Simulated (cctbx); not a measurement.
**Lu2Ga6Fe2Ni across an absorption edge**

Space group Cmmm (no. 65), a = 8.9690 Å, b = 10.2260 Å, c = 4.0240 Å, α = 90.00°, β = 90.00°, γ = 90.00°.

```csv
atom,mult.,x,y,z,Ueq (Å²)
Lu1,4,1/2,0.2263,0,0.0029
Ga1,4,0.6239,0,1/2,0.0051
Ga2,8,0.7589,0.1527,1/2,0.0043
Ni1,2,0,0,1/2,0.0049
Fe1,4,0.7742,0,0,0.0041
```

This is a model crystal, built by substitution and not relaxed, with assumed displacement parameters.

Calculated with cctbx: free-atom f′ and f″ from the Sasaki tables, no fine structure; amplitudes in electrons.

| E (eV) | F 2 0 1 | F 2 2 1 | F 1 1 1 | F 0 4 0 |
| --- | --- | --- | --- | --- |
| 6512 | 310.6 | 386.5 | 2.2 | 241.9 |
| 6862 | 311.8 | 381.4 | 2.2 | 237.4 |
| 6992 | 313.8 | 377.9 | 2.3 | 233.9 |
| 7052 | 316.3 | 374.6 | 2.5 | 230.7 |
| 7082 | 318.7 | 371.9 | 2.8 | 227.9 |
| 7097 | 321.4 | 369.0 | 3.1 | 224.9 |
| 7104 | 323.8 | 366.5 | 3.4 | 222.3 |
| 7108 | 326.5 | 363.8 | 3.7 | 219.5 |
| 7116 | 326.5 | 364.1 | 3.4 | 220.2 |
| 7120 | 323.3 | 367.2 | 2.9 | 223.5 |
| 7127 | 320.5 | 369.9 | 2.4 | 226.3 |
| 7142 | 317.4 | 372.8 | 1.9 | 229.4 |
| 7172 | 314.2 | 375.6 | 1.4 | 232.3 |
| 7262 | 309.6 | 379.0 | 0.6 | 236.1 |
| 7512 | 304.0 | 381.2 | 0.5 | 239.0 |

**Question.** Which edge is crossed, and why do the reflections move as they do?

The K edge of Fe. The edge is at 7112 eV. f′ of Fe falls from -3.8 e at 6992 eV to -7.3 e at 4 eV below it, and f″ steps from 0.47 to 3.94 e across it. Over that approach |F| changes by +4 % (2 0 1), -4 % (2 2 1), +61 % (1 1 1) and -6 % (0 4 0): a reflection falls where Fe scatters in phase with the total and rises where it scatters against it; it hardly moves where the Fe term is small or cancels by symmetry. Above the edge the larger f″ enters the imaginary part, where it can add to or cancel the other atoms' f″. The structure is centrosymmetric, so Friedel mates stay equal.

[Logs are printed without paths, hosts, clocks, repeated set-up lines and the standing remarks that a program may print on its own settings, such as how far it seeks lower states.]
